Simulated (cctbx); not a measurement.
# What resolution and counting buy: Sr2Mn3Nb2S2

Space group Fmmm (no. 69), a = 6.1350 Å, b = 6.2250 Å, c = 20.9250 Å, α = 90.00°, β = 90.00°, γ = 90.00°.

```csv
atom,mult.,x,y,z,Ueq (Å²)
Nb1,8,1/2,0,0.1697,0.0064
Sr1,8,0,0,0.0784,0.0107
Mn1,8,3/4,1/4,1/4,0.0062
Mn2,4,1/2,0,0,0.0080
S1,8,3/4,3/4,0,0.0145
```

The model was made for the exercise: a known structure type with other elements put in, its volume estimated, not relaxed; displacement parameters are assumed.

Five simulated data sets (cctbx; Ag Kα, λ = 0.56087 Å; 2 % proportional error) differ in resolution or exposure (noise floor 15 counts in the first three, 8 in the last two). Each is refined with the right model, isotropic at 1.1 Å and anisotropic otherwise. How do the figures of merit and the uncertainties move?

| d min (Å) | top counts | ⟨I/σ⟩ (unmerged, absences included) | unique | param. (scale apart) | Rint | R1 | GooF | largest s.u. xyz (fractional) | s.u. U of S1 (Å²) | largest error (Å) |
| --- | --- | --- | --- | --- | --- | --- | --- | --- | --- | --- |
| 1.1 | 40000 | 5.8 | 101 | 7 | 0.018 | 0.0113 | 1.45 | 0.00003 | 0.0007 | 0.0008 |
| 0.84 | 40000 | 5.4 | 222 | 18 | 0.021 | 0.0080 | 0.93 | 0.00001 | 0.0005 | 0.0006 |
| 0.6 | 40000 | 4.2 | 577 | 18 | 0.026 | 0.0105 | 0.93 | 0.00001 | 0.0003 | 0.0002 |
| 0.75 | 300 | 0.3 | 303 | 18 | 0.356 | 0.0671 | 0.91 | 0.00029 | 0.0128 | 0.0134 |
| 0.75 | 3000 | 1.7 | 303 | 18 | 0.065 | 0.0228 | 0.91 | 0.00005 | 0.0019 | 0.0025 |

GooF reaches 1.45 where the model lacks something that the data hold (anisotropy at the isotropic level, for one). The s.u. of U for S1 goes 0.0007, 0.0005, 0.0003 Å² with resolution and 0.0128, 0.0019 Å² with exposure.

The 1.1 Å row also differs in its displacement model, so it isn't a clean test of resolution.

Hardware for the 0.6 Å refinement: 0.46 s on 1 thread of Arm Neoverse V2 (shared host), peak memory 0.09 GiB.

[Logs are printed without paths, hosts, clocks, repeated set-up lines and the standing remarks that a program may print on its own settings, such as how far it seeks lower states.]
